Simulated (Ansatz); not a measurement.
**Quasi-harmonic thermodynamics of SiC (Moissanite, P6_3mc)**

How much does SiC (Moissanite) expand with temperature?

Main program and level: Ansatz 0.2.0; DFT LDA, scalar-relativistic, plane waves, PAW; PAW set soft_1.

### Step 1. The structure

It takes space group P6_3mc (No. 186, hexagonal). The conventional cell has a = 3.076 Å, b = 3.076 Å, c = 5.048 Å, α = 90.00°, β = 90.00°, γ = 120.00°. Nearest to Si lie 4 C at 1.87 to 1.94 Å. Nearest to C lie 4 Si at 1.87 to 1.94 Å. Farther neighbours are not listed.

### Step 2. A first coarse run

Before spending time, one coarse run tells the gap and the pressure of the starting cell.

input.yaml

```yaml
crystal:
  lattice:
    - [3.076, 0.0, 0.0]
    - [-1.538, 2.663894142, 0.0]
    - [0.0, 0.0, 5.048]
  atoms:
    - { symbol: Si, position: [0.3333333333, 0.6666666667, 0.0] }
    - { symbol: Si, position: [0.6666666667, 0.3333333333, 0.5] }
    - { symbol: C, position: [0.3333333333, 0.6666666667, 0.385] }
    - { symbol: C, position: [0.6666666667, 0.3333333333, 0.885] }
kpoints:
  mp_grid: { grid: [6, 6, 4] }
hamiltonian:
  xc: lda
  pseudopotentials: { kind: paw, azcp: { folder: soft_1 }, xc_functional: pbe }
scf:
  occupations: { method: gaussian, width: 0.1 }
  lower_state_search: "off"
output:
  forces: true
  stress: true
  eigenvalues: true
```

Started as:

```
$ ansatz run input.yaml --threads 18 --pin off --max-ram 92160MiB --backend cuda --events-out ev --progress --plain --runs-dir out --max-vram 78GiB
```

Numbers of over 12 decimals in the logs are rounded to 6 here.

What it wrote:

```text
Engine: ansatz 0.2.0, aarch64-unknown-linux-gnu
Pseudopotentials: kind: paw
Pseudopotential: Si, paw, valence charge 4, recommended cutoff 420 eV (normal), soft_1/Si.paw.azcp
Pseudopotential: C, paw, valence charge 4, recommended cutoff 420 eV (normal), soft_1/C.paw.azcp
Functional definition: SPW92
  exchange = slater_x
  correlation = pw_c
device memory: the entry about to start is reckoned to put 0.7 GiB on a device that reports 178.2 GiB free (of which the cap on the GPU budget leaves the run 78.0 GiB)
GPU FFT provider: cuFFT
GPU libraries: cuBLAS 13.8.1, cuFFT 12.4.0, cuSOLVER 12.3.2
GPU matrix products: emulated (plane waves: as basis.precision tells), large ones in fixed point in workspaces of 1.00 GiB
Crystal: 4 atoms, lattice volume = 41.364 Å³
Basis set: ecut = 420 eV, 785 PW (Γ)
Bands: 12, of which v1, the nominal top of the filled ones, is band 8 counted from 1 (7 counted from 0)
Symmetry: 12 space group operations
Space group: P63mc (ITA 186), of the structure as read, at distance tolerance 3.5e-5 Å
k-points: 21 of 144 (time reversal used)
Non-local potential: Si, projectors of the file, l = 0: 2, l = 1: 2, l = 2: 1
Non-local potential: C, projectors of the file, l = 0: 2, l = 1: 2, l = 2: 1
PAW form: soft (Blöchl's): semilocal exchange-correlation on the pseudo side does not see the compensation charge
PAW frozen core: Si, regenerated for the run's functional, and the local potential with it (the file was generated under x = pbe(κ = 0.804, μ = 0.219515), c = pbe(β = 0.066725))
PAW frozen core: C, regenerated for the run's functional, and the local potential with it (the file was generated under x = pbe(κ = 0.804, μ = 0.219515), c = pbe(β = 0.066725))
PAW one-centre angular grid: Si, 110 points (default); XC on 64 Gauss nodes
PAW one-centre angular grid: C, 110 points (default); XC on 64 Gauss nodes
Initial density: superposition of atomic densities (chi_scale 0.1, normalization cell, long waves kept (reshape's long-wave potential 0.00 eV rms))
Initial wavefunctions: pseudopotential atomic-orbital guess
GPU buffer pool allocated for 20736 grid points (all kernels)
GPU transforms: local potential and band sums: pruned to the plane-wave sphere, on 24×24×36
Functional: x = slater, c = lda
SCF iter   1: F=—  HF=-1707.464326 eV  |F-HF|=—  |Δ(HF+E_count)|=         —  Δρ=1.38e-1  dr2=9.61e0  ethr=3.10e-3  ⟨swp⟩=5.3  Hψ=1699  notcnv=0
preconditioner: auto → none  [insulator: Δε(μ)=4.371 eV  Ē_g=12.717 eV  σ=0.100 eV  W_gap=1.00  n_scr=2 (ndim 8)  ℏωp=23.1 eV  f_vac=0.000  D(μ)=0.00/eV (n_scr^D=0)  ε∞_Penn≈4.3]
SCF iter   2: F=—  HF=-1704.560901 eV  |F-HF|=—  |Δ(HF+E_count)|=    2.90e0  Δρ=5.00e-2  dr2=6.74e-1  ethr=3.10e-3  ⟨swp⟩=3.9  Hψ=819  notcnv=0
SCF iter   3: F=—  HF=-1704.362564 eV  |F-HF|=—  |Δ(HF+E_count)|=   1.98e-1  Δρ=1.87e-2  dr2=7.58e-2  ethr=3.10e-3  ⟨swp⟩=2.9  Hψ=648  notcnv=0
SCF iter   4: F=—  HF=-1704.345667 eV  |F-HF|=—  |Δ(HF+E_count)|=   1.69e-2  Δρ=1.34e-3  dr2=4.61e-4  ethr=4.74e-4  ⟨swp⟩=1.8  Hψ=286  notcnv=0
SCF iter   5: F=—  HF=-1704.345746 eV  |F-HF|=—  |Δ(HF+E_count)|=   7.91e-5  Δρ=1.56e-4  dr2=3.18e-6  ethr=2.88e-6  ⟨swp⟩=2.2  Hψ=409  notcnv=0
SCF iter   6: F=—  HF=-1704.345704 eV  |F-HF|=—  |Δ(HF+E_count)|=   4.25e-5  Δρ=2.42e-5  dr2=1.73e-7  ethr=6.25e-10  ⟨swp⟩=7.5  Hψ=1851  notcnv=0
SCF iter   7: F=-1704.345704 eV  HF=-1704.345704 eV  |F-HF|=8.66e-10  |Δ(HF+E_count)|=   3.88e-8  Δρ=3.19e-6  dr2=2.32e-9  ethr=6.25e-10  ⟨swp⟩=4.7  Hψ=864  notcnv=0
SCF 1 converged in 7 iterations: F = -1704.345704 eV  dr2 = 2.32e-9
  greatest PAW one-centre occupation: 0.640 electrons in one spin orbital (limit 2), on the C atom at site 3 (counted from 0), in its partial waves of l = 0
SCF converged after 7 iterations
Free energy (F): -1704.345704 eV
Harris-Foulkes:  -1704.345704 eV  (|F-HF|=8.66e-10)
Internal energy: -1704.345704 eV  (E = F + TS)
E sigma→0 (E₀):  -1704.345704 eV
Fermi energy:    10.650113 eV
--- Per-component energies (eV) ---
  E_band       = 54.182644
  E_kinetic    = 266.864895
  E_local      = -196.480820  (includes V_loc(G=0)·N_el)
  E_nonlocal   = 94.308802
  E_hartree    = 64.170641
  E_xc         = -209.812236
  E_vxc        = -217.486038  (∫ρ·V_xc dr)
  E_paw        = -1155.120524  (= ΣΔE_a)
  E_vpaw       = -21.365168  (= ΣTr[D̂ρ^β])
  E_aug_tail   = 0.000096  (compensation charges beyond the density's cutoff)
  E_ewald      = -568.570884
  E_core_change = 0.294327  (= ΣΔE_core)
  E_smearing   = -0.000000  (= −TS)
  E_closure    = -0.000000  (closes the sum)
  Σ components = -1704.345704   (vs F -1704.345704, Δ=0.00e0)
--- Forces (eV/Å), atoms counted from 1 ---
  atom   1  Si    -0.00000000    -0.00000000     0.72558342
  atom   2  Si     0.00000000     0.00000000     0.72558342
  atom   3  C     -0.00000000    -0.00000000    -0.72560664
  atom   4  C      0.00000000     0.00000000    -0.72560664
  max |Σ_I F_I| component: 4.64e-5 eV/Å
--- Stress (GPa, compression-positive) ---
       -2.514442      -0.000000       0.000000
        0.000000      -2.514442       0.000000
        0.000000       0.000000      -6.900888
  P = ⅓ Tr σ = -3.9766 GPa (-39.766 kbar)
--- Band table (eV; the first three rows and the last of 21) ---
  k-point 0: bands = [... 4 lower, 7.9932, 9.2738, 9.2738, 9.5468, 14.1221, 15.5609, 15.9471, 15.9471]
  k-point 1: bands = [... 4 lower, 8.1573, 8.1573, 9.0594, 9.0594, 14.3969, 16.0699, 16.0699, 16.3040]
  k-point 2: bands = [... 4 lower, 8.5833, 8.5833, 8.5833, 8.5833, 15.1871, 15.1871, 16.6185, 16.6185]
  k-point 20: bands = [... 4 lower, 3.6579, 3.6579, 7.7922, 7.7922, 14.3057, 14.3057, 15.4005, 15.4005]
```

It took 0.73 s on 1 × NVIDIA GB200 with 18 threads of Arm Neoverse V2, shared host; peak memory 0.97 GiB.

Reading the cycles: dr2 is the Hartree energy of the density residual (eV), the measure of convergence; HF is the Harris–Foulkes estimate of the energy, which meets the free energy F at convergence.

A gap read on the k-mesh alone can miss the band edges.

Numbers from this step:

```yaml
pressure: -3.977 GPa
gap_on_the_k_mesh: 2.210 eV
volume_per_atom: 10.34 Å³/atom
```

Force by atom:

| atom | x (eV/Å) | y (eV/Å) | z (eV/Å) | size |
| --- | --- | --- | --- | --- |
| Si1 | 0.000 | 0.000 | 0.726 | 0.726 |
| Si2 | 0.000 | 0.000 | 0.726 | 0.726 |
| C3 | 0.000 | 0.000 | -0.726 | 0.726 |
| C4 | 0.000 | 0.000 | -0.726 | 0.726 |

The start is under -4.0 GPa at this level and looks like an insulator or semiconductor on this mesh.

### Step 3. A loose first relaxation

The start is far from rest, so a relaxation with loose thresholds first brings it near the minimum.

Changes to input.yaml since step 2:

```diff
@@ -11,3 +11,3 @@
 kpoints:
-  mp_grid: { grid: [6, 6, 4] }
+  mp_grid: { grid: [9, 9, 4] }
 hamiltonian:
@@ -22 +22,6 @@
   eigenvalues: true
+relax:
+  adjacent_minimum: "off"
+  f_tol: 0.05
+  max_steps: 80
+  cell: { stress_tol: 0.5 }
```

What it wrote:

```text
[...]
Crystal: 4 atoms, lattice volume = 41.364 Å³
Basis set: ecut = 420 eV, 785 PW (Γ)
Bands: 12, of which v1, the nominal top of the filled ones, is band 8 counted from 1 (7 counted from 0)
Symmetry: 12 space group operations
[...]
k-points: 36 of 324 (time reversal used)
[...]
SCF iter   1: F=—  HF=-1707.467502 eV  |F-HF|=—  |Δ(HF+E_count)|=         —  Δρ=1.38e-1  dr2=9.59e0  ethr=3.10e-3  ⟨swp⟩=5.3  Hψ=2934  notcnv=0
[...]
SCF iter   2: F=—  HF=-1704.571584 eV  |F-HF|=—  |Δ(HF+E_count)|=    2.90e0  Δρ=5.01e-2  dr2=6.78e-1  ethr=3.10e-3  ⟨swp⟩=4.1  Hψ=1412  notcnv=0
[...]
SCF iter   7: F=-1704.356026 eV  HF=-1704.356026 eV  |F-HF|=2.24e-9  |Δ(HF+E_count)|=   4.75e-8  Δρ=4.22e-6  dr2=4.69e-9  ethr=6.25e-10  ⟨swp⟩=4.8  Hψ=1508  notcnv=0
SCF 1 converged in 7 iterations: F = -1704.356026 eV  dr2 = 4.69e-9
[...]
relax step   1: F+E_penalty+E_count = -1704.35602613 eV  Δ(F+E_penalty+E_count) = +0.000e0 eV  max|allowed force component| = 7.317e-1 eV/Å  Δτ_max = 0.0000 Å  P = -3.975 GPa  Ω = 41.364 Å³  (7 SCF iters, dr2 threshold 1.00e-7 eV, accepted)
[...]
Crystal: 4 atoms, lattice volume = 40.950 Å³
[...]
iter 1 solved again at ethr=3.03e-5 eV; its pass at ethr=3.10e-3 eV (dr2=4.86e-3 eV) is discarded
[...]
SCF iter   2: F=—  HF=-1704.385433 eV  |F-HF|=—  |Δ(HF+E_count)|=   1.56e-3  Δρ=1.01e-3  dr2=3.12e-4  ethr=2.91e-5  ⟨swp⟩=2.0  Hψ=669  notcnv=0
[...]
SCF iter   5: F=-1704.385287 eV  HF=-1704.385287 eV  |F-HF|=8.75e-10  |Δ(HF+E_count)|=   2.03e-8  Δρ=6.50e-6  dr2=6.20e-9  ethr=2.50e-9  ⟨swp⟩=5.9  Hψ=2576  notcnv=0
SCF 2 converged in 5 iterations: F = -1704.385287 eV  dr2 = 6.20e-9
[...]
relax step   2: F+E_penalty+E_count = -1704.38528678 eV  Δ(F+E_penalty+E_count) = -2.926e-2 eV  max|allowed force component| = 4.338e-1 eV/Å  Δτ_max = 0.0124 Å  P = -1.823 GPa  Ω = 40.950 Å³  energy of the carried Pulay correction = +5.220e-4 eV  (5 SCF iters, dr2 threshold 4.00e-7 eV, accepted)
[...]
Crystal: 4 atoms, lattice volume = 40.378 Å³
[...]
SCF iter   5: F=-1704.398112 eV  HF=-1704.398112 eV  |F-HF|=1.83e-9  |Δ(HF+E_count)|=   1.08e-6  Δρ=9.99e-6  dr2=1.76e-8  ethr=2.50e-9  ⟨swp⟩=7.0  Hψ=2554  notcnv=0
SCF 3 converged in 5 iterations: F = -1704.398112 eV  dr2 = 1.76e-8
[...]
relax step   3: F+E_penalty+E_count = -1704.39811219 eV  Δ(F+E_penalty+E_count) = -1.283e-2 eV  max|allowed force component| = 1.657e-1 eV/Å  Δτ_max = 0.0129 Å  P = +1.217 GPa  Ω = 40.378 Å³  energy of the carried Pulay correction = +1.252e-3 eV  (5 SCF iters, dr2 threshold 4.00e-7 eV, accepted)
[...]
relax step   4: F+E_penalty+E_count = -1704.40243679 eV  Δ(F+E_penalty+E_count) = -4.325e-3 eV  max|allowed force component| = 1.865e-3 eV/Å  Δτ_max = 0.0023 Å  P = +0.041 GPa  Ω = 40.580 Å³  energy of the carried Pulay correction = +9.928e-4 eV  (4 SCF iters, dr2 threshold 4.00e-7 eV, accepted)
[...]
SCF iter   1: F=—  HF=-1704.401565 eV  |F-HF|=—  |Δ(HF+E_count)|=         —  Δρ=7.14e-5  dr2=4.69e-7  ethr=5.06e-8  ⟨swp⟩=3.8  Hψ=4536  notcnv=0
[...]
SCF iter   2: F=—  HF=-1704.401505 eV  |F-HF|=—  |Δ(HF+E_count)|=   5.92e-5  Δρ=3.54e-5  dr2=1.04e-7  ethr=2.93e-9  ⟨swp⟩=1.7  Hψ=520  notcnv=0
[...]
SCF iter   4: F=-1704.401505 eV  HF=-1704.401505 eV  |F-HF|=4.27e-11  |Δ(HF+E_count)|=   2.79e-9  Δρ=8.94e-7  dr2=1.49e-10  ethr=2.50e-11  ⟨swp⟩=5.6  Hψ=2240  notcnv=0
SCF 5 converged in 4 iterations: F = -1704.401505 eV  dr2 = 1.49e-10
relax step   5: F+E_penalty+E_count = -1704.40150542 eV  Δ(F+E_penalty+E_count) = +9.314e-4 eV  max|allowed force component| = 1.776e-3 eV/Å  Δτ_max = 0.0000 Å  P = +0.003 GPa  Ω = 40.580 Å³  stress off target by 6.80e-2 GPa  SCF on the basis re-selected at this cell (its energy is not comparable with the rows above)  (4 SCF iters)
basis re-selected at this cell: Δ(F+E_penalty+E_count) = +9.314e-4 eV, ΔP = -0.038 GPa vs the last step (what re-selecting the basis moved, of the pressure what is left beyond the Pulay correction that the steps carried, after the strain that the cell walked since its last selection, with what the two solves' SCF thresholds leave and, on support functions, any second-order correction that the steps lacked; it is no m [...]
SCF converged after 4 iterations
Free energy (F): -1704.401505 eV
[...]
Internal energy: -1704.401505 eV  (E = F + TS)
E sigma→0 (E₀):  -1704.401505 eV
Fermi energy:    10.706474 eV
[...]
--- Forces (eV/Å), atoms counted from 1 ---
  atom   1  Si    -0.00000000    -0.00000000     0.00177726
  atom   2  Si     0.00000000     0.00000000     0.00177726
  atom   3  C      0.00000000    -0.00000000    -0.00177387
  atom   4  C      0.00000000     0.00000000    -0.00177387
  max |Σ_I F_I| component: 6.78e-6 eV/Å
--- Stress (GPa, compression-positive) ---
       -0.030006      -0.000000       0.000000
       -0.000000      -0.030006      -0.000000
        0.000000      -0.000000       0.067952
  P = ⅓ Tr σ = 0.0026 GPa (0.026 kbar)
--- Band table (eV; the first three rows and the last of 36) ---
  k-point 0: bands = [... 4 lower, 8.3115, 9.5295, 9.6392, 9.6392, 14.5522, 16.0441, 16.3117, 16.3117]
  k-point 1: bands = [... 4 lower, 8.4810, 8.4810, 9.4162, 9.4162, 14.8296, 16.4297, 16.4297, 16.7451]
  k-point 2: bands = [... 4 lower, 8.9220, 8.9220, 8.9220, 8.9220, 15.6265, 15.6265, 16.9933, 16.9933]
  k-point 35: bands = [... 4 lower, 3.8723, 3.8723, 7.8901, 7.8901, 14.7540, 14.7540, 15.5863, 15.5863]
--- Relaxed structure (4 steps of the walk, 4 accepted, 1 SCFs on fresh bases) ---
  F+E_penalty+E_count = -1704.40150542 eV   max|allowed force component| = 1.776e-3 eV/Å   (the final SCF, on the basis selected at the relaxed cell)
  cell:  # Å, volume = 40.5798 Å³
    - [3.056687, 0.0, 0]
    - [-1.528344, 2.647169, 0]
    - [0, 0, 5.015070]
  atoms:
    - { symbol: Si, position: [0.333333, 0.666667, 0.00456291] }
    - { symbol: Si, position: [0.666667, 0.333333, 0.504563] }
    - { symbol: C, position: [0.333333, 0.666667, 0.380437] }
    - { symbol: C, position: [0.666667, 0.333333, 0.880437] }
```

Run time: 2.1 s. Hardware: 1 × NVIDIA GB200 with 18 threads; peak memory 0.99 GiB; 5.8 s of CPU time.

Relaxation path:

| step | energy less that of the first step (eV) | largest force component (eV/Å) | pressure (GPa) | volume (Å³) |
| --- | --- | --- | --- | --- |
| 1 | 0.0000 | 0.7317 | -3.97 | 41.36 |
| 2 | -0.0293 | 0.4338 | -1.82 | 40.95 |
| 3 | -0.0421 | 0.1657 | 1.22 | 40.38 |
| 4 | -0.0464 | 0.0019 | 0.04 | 40.58 |
| 5* | -0.0455 | 0.0018 | 0.00 | 40.58 |

Relaxation steps marked * repeat the geometry before them on a plane-wave basis chosen anew for their cell, so energy and pressure can jump there.

Forces are held to the 12 operations that the run works with; a distortion that breaks them can't arise in this run.

| conventional cell, symmetrised | before | after | change |
| --- | --- | --- | --- |
| a (Å) | 3.076 | 3.057 | -0.6 % |
| b (Å) | 3.076 | 3.057 | -0.6 % |
| c (Å) | 5.048 | 5.015 | -0.7 % |
| volume (Å³/atom) | 10.34 | 10.14 | -1.9 % |

The atoms that moved most (Å, as changes of fractional coordinates times the final cell):

| atom | dx | dy | dz | length |
| --- | --- | --- | --- | --- |
| Si2 | 0.000 | 0.000 | 0.023 | 0.023 |
| C3 | 0.000 | 0.000 | -0.023 | 0.023 |
| C4 | 0.000 | 0.000 | -0.023 | 0.023 |
| Si1 | 0.000 | 0.000 | 0.023 | 0.023 |

Final coordinates:

```xyz
4
Lattice="3.0567 0.0000 0.0000 -1.5283 2.6472 0.0000 0.0000 0.0000 5.0151" Properties=species:S:1:pos:R:3 pbc="T T T"
Si    0.0000    1.7648    0.0229
Si    1.5283    0.8824    2.5304
C     0.0000    1.7648    1.9079
C     1.5283    0.8824    4.4155
```

This step gave:

```yaml
pressure: 0.002647 GPa
gap_on_the_k_mesh: 2.135 eV
volume_per_atom: 10.14 Å³/atom
```

The relaxation ends with a largest force component of 0.0018 eV/Å and a pressure of 0.00 GPa.

### Step 4. Relaxation

Phonons are second derivatives about a minimum, so cell and atoms are relaxed first, inside the symmetry of the start.

input.yaml

```yaml
crystal:
  lattice:
    - [3.0566873021, 0.0, 0.0]
    - [-1.528343651, 2.647168855, 0.0]
    - [0.0, 0.0, 5.0150696363]
  atoms:
    - { symbol: Si, position: [0.3333333333, 0.6666666667, 0.0045629124] }
    - { symbol: Si, position: [0.6666666667, 0.3333333333, 0.5045629124] }
    - { symbol: C, position: [0.3333333333, 0.6666666667, 0.3804370876] }
    - { symbol: C, position: [0.6666666667, 0.3333333333, 0.8804370876] }
kpoints:
  mp_grid: { grid: [12, 12, 6] }
hamiltonian:
  xc: lda
  pseudopotentials: { kind: paw, azcp: { folder: soft_1 }, xc_functional: pbe }
scf:
  occupations: { method: gaussian, width: 0.02 }
  lower_state_search: "off"
output:
  forces: true
  stress: true
  eigenvalues: true
relax:
  adjacent_minimum: "off"
  f_tol: 0.005
  max_steps: 80
  cell: { stress_tol: 0.05 }
```

What it wrote:

```text
[...]
GPU FFT provider: cuFFT
GPU libraries: cuBLAS 13.8.1, cuFFT 12.4.0, cuSOLVER 12.3.2
[...]
Crystal: 4 atoms, lattice volume = 40.580 Å³
Basis set: ecut = 420 eV, 785 PW (Γ)
Bands: 12, of which v1, the nominal top of the filled ones, is band 8 counted from 1 (7 counted from 0)
Symmetry: 12 space group operations
[...]
--- Relaxed structure (2 steps of the walk, 2 accepted, 1 SCFs on fresh bases) ---
[...]
cell:  # Å, volume = 40.5800 Å³
    - [3.056310, -2.886391422128085e-11, 0]
    - [-1.528155, 2.646842, 0]
    - [0, 0.0, 5.016334]
  atoms:
    - { symbol: Si, position: [0.333333, 0.666667, 0.00460279] }
    - { symbol: Si, position: [0.666667, 0.333333, 0.504603] }
    - { symbol: C, position: [0.333333, 0.666667, 0.380397] }
    - { symbol: C, position: [0.666667, 0.333333, 0.880397] }
[key lines of the parts left out:]
SCF converged after 4 iterations
Free energy (F): -1704.401406 eV
Fermi energy:    10.705801 eV
P = ⅓ Tr σ = 0.0022 GPa (0.022 kbar)
```

Elapsed: 1.9 s, on 1 × NVIDIA GB200 with 18 threads; peak memory 1 GiB; 5.5 s of CPU time.

Little changed from the start: no atom moved by 0.005 Å and no cell edge by 0.1 %.

Numbers from this step:

| Quantity | Value |
| --- | --- |
| pressure | 0.002153 GPa |
| gap on the k-mesh | 2.130 eV |

### Step 5. Tight relaxation

The relaxation is repeated with tighter thresholds on force and stress, since phonons are sensitive to what is left; a change of mesh or smearing in the input moves the cell too.

input.yaml, the sections that differ from step 4:

```yaml
crystal:
  lattice:
    - [3.0563096963, 0.0, 0.0]
    - [-1.5281548481, 2.6468418388, 0.0]
    - [0.0, 0.0, 5.016333559]
  atoms:
    - { symbol: Si, position: [0.3333333333, 0.6666666667, 0.0046027949] }
    - { symbol: Si, position: [0.6666666667, 0.3333333333, 0.5046027949] }
    - { symbol: C, position: [0.3333333333, 0.6666666667, 0.3803972051] }
    - { symbol: C, position: [0.6666666667, 0.3333333333, 0.8803972051] }
scf:
  occupations: { method: fixed }
  lower_state_search: "off"
relax:
  adjacent_minimum: "off"
  f_tol: 0.001
  max_steps: 60
  cell: { stress_tol: 0.01 }
# kpoints, hamiltonian, output: as in step 4
```

What it wrote:

```text
[...]
GPU FFT provider: cuFFT
GPU libraries: cuBLAS 13.8.1, cuFFT 12.4.0, cuSOLVER 12.3.2
[...]
Crystal: 4 atoms, lattice volume = 40.580 Å³
Basis set: ecut = 420 eV, 785 PW (Γ)
Bands: 12, of which v1, the nominal top of the filled ones, is band 8 counted from 1 (7 counted from 0)
Symmetry: 12 space group operations
[...]
--- Relaxed structure (2 steps of the walk, 2 accepted, 1 SCFs on fresh bases) ---
[...]
cell:  # Å, volume = 40.5802 Å³
    - [3.056433, -2.8868690329895987e-11, 0]
    - [-1.528217, 2.646949, 0]
    - [0.0, 0, 5.015950]
  atoms:
    - { symbol: Si, position: [0.333333, 0.666667, 0.00459213] }
    - { symbol: Si, position: [0.666667, 0.333333, 0.504592] }
    - { symbol: C, position: [0.333333, 0.666667, 0.380408] }
    - { symbol: C, position: [0.666667, 0.333333, 0.880408] }
[key lines of the parts left out:]
SCF converged after 4 iterations
Free energy (F): -1704.401407 eV
Fermi energy:    9.640136 eV
P = ⅓ Tr σ = 0.0009 GPa (0.009 kbar)
```

Elapsed: 1.7 s, on 1 × NVIDIA GB200 with 18 threads; peak memory 0.95 GiB.

Little changed from the start: no atom moved by 0.005 Å and no cell edge by 0.1 %.

Numbers from this step:

| Property | Result |
| --- | --- |
| pressure | 9.03e-4 GPa |
| gap on the k-mesh | 2.132 eV |
| volume per atom | 10.15 Å³/atom |

The residual pressure is 9.0e-4 GPa, small enough for phonons.

[end of part 1 of 2]

[Logs are printed without paths, hosts, clocks, repeated set-up lines and the standing remarks that a program may print on its own settings, such as how far it seeks lower states.]

[Hosts, paths, dates, database ids (printed as entryN), source tags and the programs' standing remarks are cut or masked in the printed files.]

[A step with changed settings may run another functional than the one named; its input shows which.]
